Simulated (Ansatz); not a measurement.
## How fast states decay through LaCBrN2

Aim: relax a made-up compound, LaCBrN2, and see how good a tunnel barrier it would be. It is built by putting Br for F in the LaCN2F structure of space group Cmcm, with the volume rescaled by atomic radii. The parent structure comes from the Materials Project.

Main program and level: Ansatz 0.2.0; LDA DFT, plane waves, PAW files, in the first sound run; inputs show where later runs differ.

The structure was built from a prototype and need not be the compound's stable phase.

## Step 1: Set-up

Symmetry: Cmcm, No. 63, orthorhombic system. The conventional cell has a = 4.148 Å, b = 9.338 Å, c = 8.370 Å, α = 90.00°, β = 90.00°, γ = 90.00°. Nearest to La lie 3 Br at 2.77 to 2.83 Å and 6 N at 2.78 to 2.88 Å and 6 C at 3.33 to 3.60 Å. Nearest to C lie 2 N at 1.31 Å and 4 Br at 3.04 Å and 6 La at 3.33 to 3.60 Å. N has 1 C at 1.31 Å and 3 La at 2.78 to 2.88 Å nearest. Nearest to Br lie 3 La at 2.77 to 2.83 Å. It derives from LaCN2F. Br for F in the LaCN2F structure of space group Cmcm. Farther neighbours and most contacts between anions are not listed.

Structure file:

```cif
data_structure
_symmetry_space_group_name_H-M 'Cmcm'
_symmetry_Int_Tables_number 63
_cell_length_a 4.1476
_cell_length_b 9.3380
_cell_length_c 8.3701
_cell_angle_alpha 90.000
_cell_angle_beta 90.000
_cell_angle_gamma 90.000
_cell_volume 324.18
loop_
_atom_site_label
_atom_site_type_symbol
_atom_site_symmetry_multiplicity
_atom_site_Wyckoff_symbol
_atom_site_fract_x
_atom_site_fract_y
_atom_site_fract_z
_atom_site_occupancy
La1 La 4 c 0.50000 0.27782 0.75000 1
C1 C 4 b 0.50000 0.00000 0.00000 1
N1 N 8 f 0.00000 0.36792 0.55262 1
Br1 Br 4 c 0.50000 0.41881 0.25000 1
```

## Step 2: Relaxing the new crystal

The substituted atoms don't fit the parent's cell, so cell and atoms relax together. A small smearing keeps the run stable in case the gap closes on the way.

Input file input.yaml:

```yaml
crystal:
  lattice:
    - [2.0738065027, -4.6690226455, 0.0]
    - [2.0738065027, 4.6690226455, 0.0]
    - [0.0, 0.0, 8.3700627132]
  atoms:
    - { symbol: La, position: [0.222184, 0.777816, 0.25] }
    - { symbol: La, position: [0.777816, 0.222184, 0.75] }
    - { symbol: C, position: [0.5, 0.5, 0.5] }
    - { symbol: C, position: [0.5, 0.5, 0.0] }
    - { symbol: "N", position: [0.632076, 0.367924, 0.052619] }
    - { symbol: "N", position: [0.367924, 0.632076, 0.552619] }
    - { symbol: "N", position: [0.632076, 0.367924, 0.447381] }
    - { symbol: "N", position: [0.367924, 0.632076, 0.947381] }
    - { symbol: Br, position: [0.08119, 0.91881, 0.75] }
    - { symbol: Br, position: [0.91881, 0.08119, 0.25] }
kpoints:
  mp_grid: { grid: [6, 6, 4] }
scf:
  occupations: { method: gaussian, width: 0.03 }
hamiltonian:
  xc: lda
output:
  forces: true
  stress: true
relax:
  f_tol: 0.02
  max_steps: 60
  cell: {}
```

Run with:

```
ansatz run input.yaml --threads 2 --pin off --max-ram 4096MiB --backend cpu --events-out ev --progress --plain --runs-dir out
```

Numbers of over 12 decimals in the logs are rounded to 6 here.

Log:

```text
Engine: ansatz 0.2.0, x86_64-unknown-linux-gnu
Pseudopotentials: kind: paw
Pseudopotential: La, paw, valence charge 11, recommended cutoff 420 eV (normal), La.paw.azcp
Pseudopotential: C, paw, valence charge 4, recommended cutoff 420 eV (normal), C.paw.azcp
Pseudopotential: N, paw, valence charge 5, recommended cutoff 420 eV (normal), N.paw.azcp
Pseudopotential: Br, paw, valence charge 7, recommended cutoff 420 eV (normal), Br.paw.azcp
Functional definition: SPW92
  exchange = slater_x
  correlation = pw_c
Crystal: 10 atoms, lattice volume = 162.089 Å³
Basis set: ecut = 420 eV, 3147 PW (Γ)
Bands: 42, of which v1, the nominal top of the filled ones, is band 32 counted from 1 (31 counted from 0)
Symmetry: 8 space group operations
Space group: Cmcm (ITA 63), of the structure as read, at distance tolerance 5.5e-5 Å
k-points: 39 of 144
Non-local potential: La, projectors of the file, l = 0: 3, l = 1: 2, l = 2: 2, l = 3: 3
Non-local potential: C, projectors of the file, l = 0: 2, l = 1: 2, l = 2: 1
Non-local potential: N, projectors of the file, l = 0: 2, l = 1: 2, l = 2: 1
Non-local potential: Br, projectors of the file, l = 0: 2, l = 1: 2, l = 2: 2
PAW form: soft (Blöchl's): semilocal exchange-correlation on the pseudo side does not see the compensation charge
PAW frozen core: La, regenerated for the run's functional, and the local potential with it (the file was generated under x = pbe(κ = 0.804, μ = 0.219515), c = pbe(β = 0.066725))
PAW frozen core: C, regenerated for the run's functional, and the local potential with it (the file was generated under x = pbe(κ = 0.804, μ = 0.219515), c = pbe(β = 0.066725))
PAW frozen core: N, regenerated for the run's functional, and the local potential with it (the file was generated under x = pbe(κ = 0.804, μ = 0.219515), c = pbe(β = 0.066725))
PAW frozen core: Br, regenerated for the run's functional, and the local potential with it (the file was generated under x = pbe(κ = 0.804, μ = 0.219515), c = pbe(β = 0.066725))
PAW one-centre angular grid: La, 590 points (default); XC on 64 Gauss nodes
PAW one-centre angular grid: C, 110 points (default); XC on 64 Gauss nodes
PAW one-centre angular grid: N, 110 points (default); XC on 64 Gauss nodes
PAW one-centre angular grid: Br, 110 points (default); XC on 64 Gauss nodes
Initial density: superposition of atomic densities (neutral atoms: chi_scale 0, normalization atom), corrected by the library's trained network
Initial wavefunctions: pseudopotential atomic-orbital guess
Functional: x = slater, c = lda
SCF iter   1: F=—  HF=-19530.346474 eV  |F-HF|=—  |Δ(HF+E_count)|=         —  Δρ=9.42e-3  dr2=1.20e-1  ethr=1.77e-3  ⟨swp⟩=6.2  Hψ=7470  notcnv=0
preconditioner: auto → Resta (q_TF=auto, 2.337 Å⁻¹)  ε∞=5.2  [insulator: Δε(μ)=2.346 eV  Ē_g=11.003 eV  σ=0.030 eV  W_gap=1.00  n_scr=36 (ndim 8)  ℏωp=22.6 eV  f_vac=0.000  D(μ)=0.00/eV (n_scr^D=0)  ε∞_Penn≈5.2]
SCF iter   2: F=—  HF=-19530.325127 eV  |F-HF|=—  |Δ(HF+E_count)|=   2.13e-2  Δρ=3.96e-3  dr2=1.72e-2  ethr=1.88e-4  ⟨swp⟩=3.4  Hψ=3304  notcnv=0  defer=96
SCF iter   3: F=—  HF=-19530.322900 eV  |F-HF|=—  |Δ(HF+E_count)|=   2.23e-3  Δρ=2.08e-3  dr2=5.10e-3  ethr=2.68e-5  ⟨swp⟩=2.3  Hψ=2770  notcnv=0  defer=96
SCF iter   4: F=—  HF=-19530.322121 eV  |F-HF|=—  |Δ(HF+E_count)|=   7.79e-4  Δρ=3.18e-4  dr2=2.17e-4  ethr=7.97e-6  ⟨swp⟩=2.4  Hψ=2533  notcnv=0  defer=96
SCF iter   5: F=—  HF=-19530.322103 eV  |F-HF|=—  |Δ(HF+E_count)|=   1.79e-5  Δρ=1.14e-4  dr2=1.75e-5  ethr=3.40e-7  ⟨swp⟩=2.4  Hψ=2776  notcnv=0  defer=96
SCF iter   6: F=—  HF=-19530.322211 eV  |F-HF|=—  |Δ(HF+E_count)|=   1.08e-4  Δρ=1.89e-5  dr2=7.38e-7  ethr=2.73e-8  ⟨swp⟩=2.4  Hψ=2596  notcnv=0  defer=96
SCF iter   7: F=-19530.322211 eV  HF=-19530.322211 eV  |F-HF|=8.00e-11  |Δ(HF+E_count)|=   6.18e-8  Δρ=4.44e-6  dr2=3.98e-8  ethr=1.56e-10  ⟨swp⟩=5.3  Hψ=6659  notcnv=0
SCF 1 converged in 7 iterations: F = -19530.322211 eV  dr2 = 3.98e-8
  greatest PAW one-centre occupation: 0.974 electrons in one spin orbital (limit 2), on the La atom at site 1 (counted from 0), in its partial waves of l = 0
relax step   1: F+E_penalty+E_count = -19530.32221113 eV  Δ(F+E_penalty+E_count) = +0.000e0 eV  max|allowed force component| = 4.558e0 eV/Å  Δτ_max = 0.0000 Å  P = -7.608 GPa  Ω = 162.089 Å³  (7 SCF iters, dr2 threshold 1.00e-7 eV, accepted)
Crystal: 10 atoms, lattice volume = 160.052 Å³
Basis set: ecut = 420 eV, 3085 PW (Γ)
Initial density: handed on by an earlier stage of this run
Initial wavefunctions: those handed on with the density
iter 1 solved again at ethr=9.79e-4 eV; its pass at ethr=3.10e-3 eV (dr2=6.27e-1 eV) is discarded
SCF iter   1: F=—  HF=-19531.853703 eV  |F-HF|=—  |Δ(HF+E_count)|=         —  Δρ=1.80e-2  dr2=6.29e-1  ethr=9.79e-4  ⟨swp⟩=1.0  Hψ=11926  notcnv=0
preconditioner: auto → Resta (q_TF=auto, 2.342 Å⁻¹)  ε∞=5.0  [insulator: Δε(μ)=2.914 eV  Ē_g=11.379 eV  σ=0.030 eV  W_gap=1.00  n_scr=34 (ndim 8)  ℏωp=22.7 eV  f_vac=0.000  D(μ)=0.00/eV (n_scr^D=0)  ε∞_Penn≈5.0]
SCF iter   2: F=—  HF=-19531.684791 eV  |F-HF|=—  |Δ(HF+E_count)|=   1.69e-1  Δρ=6.22e-3  dr2=6.73e-2  ethr=9.79e-4  ⟨swp⟩=4.4  Hψ=3427  notcnv=0
SCF iter   3: F=—  HF=-19531.666568 eV  |F-HF|=—  |Δ(HF+E_count)|=   1.82e-2  Δρ=2.36e-3  dr2=8.88e-3  ethr=1.05e-4  ⟨swp⟩=4.2  Hψ=3893  notcnv=0  defer=49
SCF iter   4: F=—  HF=-19531.664552 eV  |F-HF|=—  |Δ(HF+E_count)|=   2.02e-3  Δρ=8.89e-4  dr2=1.10e-3  ethr=1.39e-5  ⟨swp⟩=2.1  Hψ=2840  notcnv=0  defer=49
SCF iter   5: F=—  HF=-19531.664297 eV  |F-HF|=—  |Δ(HF+E_count)|=   2.56e-4  Δρ=1.91e-4  dr2=6.62e-5  ethr=1.72e-6  ⟨swp⟩=2.7  Hψ=2804  notcnv=0  defer=49
SCF iter   6: F=—  HF=-19531.664393 eV  |F-HF|=—  |Δ(HF+E_count)|=   9.63e-5  Δρ=4.18e-5  dr2=2.94e-6  ethr=1.03e-7  ⟨swp⟩=2.6  Hψ=2886  notcnv=0  defer=49
SCF iter   7: F=-19531.664393 eV  HF=-19531.664393 eV  |F-HF|=3.94e-8  |Δ(HF+E_count)|=   5.83e-8  Δρ=7.52e-6  dr2=1.23e-7  ethr=1.56e-9  ⟨swp⟩=5.3  Hψ=6519  notcnv=0
SCF 2 converged in 7 iterations: F = -19531.664393 eV  dr2 = 1.23e-7
  greatest PAW one-centre occupation: 0.973 electrons in one spin orbital (limit 2), on the La atom at site 1 (counted from 0), in its partial waves of l = 0
relax step   2: F+E_penalty+E_count = -19531.66439285 eV  Δ(F+E_penalty+E_count) = -1.342e0 eV  max|allowed force component| = 1.396e0 eV/Å  Δτ_max = 0.1257 Å  P = -3.910 GPa  Ω = 160.052 Å³  energy of the carried Pulay correction = +4.918e-3 eV  (7 SCF iters, dr2 threshold 1.00e-6 eV, accepted)
Crystal: 10 atoms, lattice volume = 151.895 Å³
Basis set: ecut = 420 eV, 2971 PW (Γ)
[...]
relax step   7: F+E_penalty+E_count = -19532.15403205 eV  Δ(F+E_penalty+E_count) = -1.014e-2 eV  max|allowed force component| = 2.062e-1 eV/Å  Δτ_max = 0.0313 Å  P = -0.146 GPa  Ω = 152.768 Å³  energy of the carried Pulay correction = +2.303e-2 eV  (6 SCF iters, dr2 threshold 1.00e-6 eV, accepted)
relax step   8: F+E_penalty+E_count = -19532.15877799 eV  Δ(F+E_penalty+E_count) = -4.746e-3 eV  max|allowed force component| = 3.702e-2 eV/Å  Δτ_max = 0.0165 Å  P = -0.008 GPa  Ω = 152.137 Å³  energy of the carried Pulay correction = +2.464e-2 eV  (6 SCF iters, dr2 threshold 1.00e-6 eV, accepted)
relax step   9: F+E_penalty+E_count = -19532.15949062 eV  Δ(F+E_penalty+E_count) = -7.126e-4 eV  max|allowed force component| = 3.436e-2 eV/Å  Δτ_max = 0.0105 Å  P = +0.070 GPa  Ω = 151.850 Å³  energy of the carried Pulay correction = +2.537e-2 eV  (5 SCF iters, dr2 threshold 8.57e-8 eV, rejected (line search))
relax step  10: F+E_penalty+E_count = -19532.15939938 eV  Δ(F+E_penalty+E_count) = -6.214e-4 eV  max|allowed force component| = 5.479e-3 eV/Å  Δτ_max = 0.0051 Å  P = -0.008 GPa  Ω = 152.130 Å³  energy of the carried Pulay correction = +2.465e-2 eV  (8 SCF iters, accepted)
relax step  11: F+E_penalty+E_count = -19532.18574873 eV  Δ(F+E_penalty+E_count) = -2.635e-2 eV  max|allowed force component| = 5.135e-3 eV/Å  Δτ_max = 0.0000 Å  P = +0.174 GPa  Ω = 152.130 Å³  stress off target by 6.92e-1 GPa  SCF on the basis re-selected at this cell (its energy is not comparable with the rows above)  (7 SCF iters)
relax step  12: F+E_penalty+E_count = -19532.18952765 eV  Δ(F+E_penalty+E_count) = -3.779e-3 eV  max|allowed force component| = 9.797e-2 eV/Å  Δτ_max = 0.0130 Å  P = -0.231 GPa  Ω = 152.633 Å³  energy of the carried Pulay correction = -1.686e-3 eV  (6 SCF iters, dr2 threshold 1.00e-6 eV, accepted)
relax step  13: F+E_penalty+E_count = -19532.19196193 eV  Δ(F+E_penalty+E_count) = -2.434e-3 eV  max|allowed force component| = 4.901e-2 eV/Å  Δτ_max = 0.0094 Å  P = +0.184 GPa  Ω = 152.085 Å³  energy of the carried Pulay correction = -8.900e-5 eV  (5 SCF iters, dr2 threshold 6.00e-7 eV, accepted)
relax step  14: F+E_penalty+E_count = -19532.19167907 eV  Δ(F+E_penalty+E_count) = +2.829e-4 eV  max|allowed force component| = 4.501e-3 eV/Å  Δτ_max = 0.0004 Å  P = -0.006 GPa  Ω = 152.245 Å³  energy of the carried Pulay correction = -4.957e-4 eV  (4 SCF iters, dr2 threshold 3.46e-7 eV, accepted)
relax step  15: F+E_penalty+E_count = -19532.19312483 eV  Δ(F+E_penalty+E_count) = -1.446e-3 eV  max|allowed force component| = 4.491e-3 eV/Å  Δτ_max = 0.0000 Å  P = +0.006 GPa  Ω = 152.245 Å³  stress off target by 9.69e-2 GPa  SCF on the basis re-selected at this cell (its energy is not comparable with the rows above)  (6 SCF iters)
relax step  16: F+E_penalty+E_count = -19532.19319016 eV  Δ(F+E_penalty+E_count) = -6.532e-5 eV  max|allowed force component| = 5.488e-4 eV/Å  Δτ_max = 0.0011 Å  P = +0.004 GPa  Ω = 152.252 Å³  energy of the carried Pulay correction = -5.948e-5 eV  (6 SCF iters, dr2 threshold 2.35e-8 eV, accepted)
iter 1 solved again at ethr=1.51e-7 eV; its pass at ethr=3.10e-3 eV (dr2=9.65e-5 eV) is discarded
SCF iter   1: F=—  HF=-19532.193262 eV  |F-HF|=—  |Δ(HF+E_count)|=         —  Δρ=1.46e-5  dr2=3.39e-8  ethr=1.51e-7  ⟨swp⟩=4.4  Hψ=13606  notcnv=0
eigensolver tolerance schedule: the retry pair's looser diagonalisation over-reported the residual by 2848.12 of it (diagonalisation noise at 0.16 of the residual, at the tolerance the schedule requests for it); recorded, not acted on — ethr = c·dr2/N_el stays at c = 1.0e-1
preconditioner: auto → Resta (q_TF=auto, 2.361 Å⁻¹)  ε∞=5.2  [insulator: Δε(μ)=2.704 eV  Ē_g=11.328 eV  σ=0.030 eV  W_gap=1.00  n_scr=26 (ndim 8)  ℏωp=23.3 eV  f_vac=0.000  D(μ)=0.00/eV (n_scr^D=0)  ε∞_Penn≈5.2]
SCF iter   2: F=—  HF=-19532.193262 eV  |F-HF|=—  |Δ(HF+E_count)|=   7.99e-7  Δρ=7.56e-6  dr2=9.16e-9  ethr=5.29e-11  ⟨swp⟩=3.7  Hψ=4064  notcnv=0
SCF iter   3: F=—  HF=-19532.193262 eV  |F-HF|=—  |Δ(HF+E_count)|=   1.81e-8  Δρ=6.51e-7  dr2=5.27e-10  ethr=1.43e-11  ⟨swp⟩=2.0  Hψ=2265  notcnv=0
SCF iter   4: F=-19532.193262 eV  HF=-19532.193262 eV  |F-HF|=2.18e-11  |Δ(HF+E_count)|=  9.82e-11  Δρ=1.83e-7  dr2=3.47e-11  ethr=1.00e-12  ⟨swp⟩=5.9  Hψ=6349  notcnv=0
SCF 17 converged in 4 iterations: F = -19532.193262 eV  dr2 = 3.47e-11
relax step  17: F+E_penalty+E_count = -19532.19326171 eV  Δ(F+E_penalty+E_count) = -7.155e-5 eV  max|allowed force component| = 5.823e-4 eV/Å  Δτ_max = 0.0000 Å  P = +0.004 GPa  Ω = 152.252 Å³  stress off target by 1.12e-2 GPa  SCF on the basis re-selected at this cell (its energy is not comparable with the rows above)  (4 SCF iters)
basis re-selected at this cell: Δ(F+E_penalty+E_count) = -7.155e-5 eV, ΔP = +0.000 GPa vs the last step (what re-selecting the basis moved, of the pressure what is left beyond the Pulay correction that the steps carried, after the strain that the cell walked since its last selection, with what the two solves' SCF thresholds leave and, on support functions, any second-order correction that the steps lacked; it is no m [...]
SCF converged after 4 iterations
Free energy (F): -19532.193262 eV
Harris-Foulkes:  -19532.193262 eV  (|F-HF|=2.18e-11)
Internal energy: -19532.193262 eV  (E = F + TS)
E sigma→0 (E₀):  -19532.193262 eV
Fermi energy:    9.970955 eV
--- Per-component energies (eV) ---
  E_band       = -63.356710
  E_kinetic    = 1354.888747
  E_local      = -2004.135137  (includes V_loc(G=0)·N_el)
  E_nonlocal   = 594.206739
  E_hartree    = 587.086987
  E_xc         = -1131.700591
  E_vxc        = -925.858350  (∫ρ·V_xc dr)
  E_paw        = -15467.277133  (= ΣΔE_a)
  E_vpaw       = -256.633133  (= ΣTr[D̂ρ^β])
  E_aug_tail   = 0.000393  (compensation charges beyond the density's cutoff)
  E_ewald      = -3466.767561
  E_core_change = 1.504296  (= ΣΔE_core)
  E_smearing   = -0.000000  (= −TS)
  E_closure    = 0.000000  (closes the sum)
  Σ components = -19532.193262   (vs F -19532.193262, Δ=0.00e0)
--- Forces (eV/Å), atoms counted from 1 ---
  atom   1  La     0.00000000     0.00045457     0.00000000
  atom   2  La     0.00000000    -0.00045457    -0.00000000
  atom   3  C     -0.00000000    -0.00000000     0.00000000
  atom   4  C     -0.00000000     0.00000000    -0.00000000
  atom   5  N      0.00000000     0.00030553    -0.00058227
  atom   6  N      0.00000000    -0.00030553    -0.00058227
  atom   7  N      0.00000000     0.00030553     0.00058227
  atom   8  N      0.00000000    -0.00030553     0.00058227
  atom   9  Br     0.00000000     0.00013858     0.00000000
  atom  10  Br     0.00000000    -0.00013858    -0.00000000
  max |Σ_I F_I| component: 2.52e-29 eV/Å
--- Stress (GPa, compression-positive) ---
        0.011225      -0.000000       0.000000
       -0.000000       0.010609       0.000000
        0.000000       0.000000      -0.010518
  P = ⅓ Tr σ = 0.0038 GPa (0.038 kbar)
--- Relaxed structure (14 steps of the walk, 13 accepted, 3 SCFs on fresh bases) ---
  F+E_penalty+E_count = -19532.19326171 eV   max|allowed force component| = 5.823e-4 eV/Å   (the final SCF, on the basis selected at the relaxed cell)
  cell:  # Å, volume = 152.2519 Å³
    - [2.264985, -4.813881, 0]
    - [2.264985, 4.813881, 0]
    - [0, 0, 6.981872]
  atoms:
    - { symbol: La, position: [0.210542, 0.789458, 0.25] }
    - { symbol: La, position: [0.789458, 0.210542, 0.75] }
    - { symbol: C, position: [0.500000, 0.500000, 0.5] }
    - { symbol: C, position: [0.500000, 0.500000, 0] }
    - { symbol: N, position: [0.624176, 0.375824, 0.041477] }
    - { symbol: N, position: [0.375824, 0.624176, 0.541477] }
    - { symbol: N, position: [0.624176, 0.375824, 0.458523] }
    - { symbol: N, position: [0.375824, 0.624176, 0.958523] }
    - { symbol: Br, position: [0.088175, 0.911825, 0.75] }
    - { symbol: Br, position: [0.911825, 0.088175, 0.25] }
```

The job ended after 2 min (2 threads of Intel Xeon Platinum 8488C (Sapphire Rapids), shared host; peak memory 0.64 GiB).

Step by step:

| step | energy less that of the first step (eV) | largest force component (eV/Å) | pressure (GPa) | volume (Å³) |
| --- | --- | --- | --- | --- |
| 1 | 0.0000 | 4.5583 | -7.61 | 162.09 |
| 2 | -1.3422 | 1.3958 | -3.91 | 160.05 |
| 3 | -1.6885 | 0.3913 | 1.95 | 151.89 |
| 4 | -1.7683 | 0.1449 | 0.08 | 153.03 |
| 5 | -1.8051 | 0.0931 | -0.13 | 152.20 |
| 6 | -1.8217 | 0.3202 | 0.26 | 151.27 |
| 7 | -1.8318 | 0.2062 | -0.15 | 152.77 |
| 8 | -1.8366 | 0.0370 | -0.01 | 152.14 |
| 9 | -1.8373 | 0.0344 | 0.07 | 151.85 |
| 10 | -1.8372 | 0.0055 | -0.01 | 152.13 |
| 11* | -1.8635 | 0.0051 | 0.17 | 152.13 |
| 12 | -1.8673 | 0.0980 | -0.23 | 152.63 |
| 13 | -1.8698 | 0.0490 | 0.18 | 152.09 |
| 14 | -1.8695 | 0.0045 | -0.01 | 152.25 |
| 15* | -1.8709 | 0.0045 | 0.01 | 152.25 |
| 16 | -1.8710 | 0.0005 | 0.00 | 152.25 |
| 17* | -1.8711 | 0.0006 | 0.00 | 152.25 |

Relaxation steps marked * repeat the geometry before them on a plane-wave basis chosen anew for their cell, so energy and pressure can jump there. Relaxation step 9 was tried and not accepted.

The run keeps the 8 symmetry operations that it works with, so distortions that break them were not tested.

| cell as run | before | after | change |
| --- | --- | --- | --- |
| a (Å) | 5.109 | 5.320 | +4.1 % |
| b (Å) | 5.109 | 5.320 | +4.1 % |
| c (Å) | 8.370 | 6.982 | -16.6 % |
| γ (°) | 132.10 | 129.60 | -1.9 % |
| volume (Å³/atom) | 16.21 | 15.23 | -6.1 % |

The atoms that moved most (Å, as changes of fractional coordinates times the final cell):

| atom | dx | dy | dz | length |
| --- | --- | --- | --- | --- |
| La2 | 0.000 | -0.112 | 0.000 | 0.112 |
| La1 | 0.000 | 0.112 | 0.000 | 0.112 |
| N8 | 0.000 | -0.076 | 0.078 | 0.109 |
| N5 | 0.000 | 0.076 | -0.078 | 0.109 |
| N7 | 0.000 | 0.076 | 0.078 | 0.109 |
| N6 | 0.000 | -0.076 | -0.078 | 0.109 |
| Br10 | 0.000 | 0.067 | 0.000 | 0.067 |
| Br9 | 0.000 | -0.067 | 0.000 | 0.067 |

The relaxed structure:

```cif
data_structure
_symmetry_space_group_name_H-M 'P 1'
_symmetry_Int_Tables_number 1
_cell_length_a 5.3201
_cell_length_b 5.3201
_cell_length_c 6.9819
_cell_angle_alpha 90.000
_cell_angle_beta 90.000
_cell_angle_gamma 129.605
_cell_volume 152.25
loop_
_atom_site_label
_atom_site_type_symbol
_atom_site_fract_x
_atom_site_fract_y
_atom_site_fract_z
_atom_site_occupancy
La1 La 0.21054 0.78946 0.25000 1
La2 La 0.78946 0.21054 0.75000 1
C3 C 0.50000 0.50000 0.50000 1
C4 C 0.50000 0.50000 0.00000 1
N5 N 0.62418 0.37582 0.04148 1
N6 N 0.37582 0.62418 0.54148 1
N7 N 0.62418 0.37582 0.45852 1
N8 N 0.37582 0.62418 0.95852 1
Br9 Br 0.08818 0.91182 0.75000 1
Br10 Br 0.91182 0.08818 0.25000 1
```

This step gave:

```
free energy  : -19532.1933 eV
Fermi energy : 9.971 eV
pressure     : 0.003772 GPa
```

The largest force component on a free atom ends at 5.8e-4 eV/Å.

(Part 1 of 3 ends here.)

[Logs are printed without paths, hosts, clocks, repeated set-up lines and the standing remarks that a program may print on its own settings, such as how far it seeks lower states.]

[Hosts, paths, dates, database ids (printed as entryN), source tags and the programs' standing remarks are cut or masked in the printed files.]
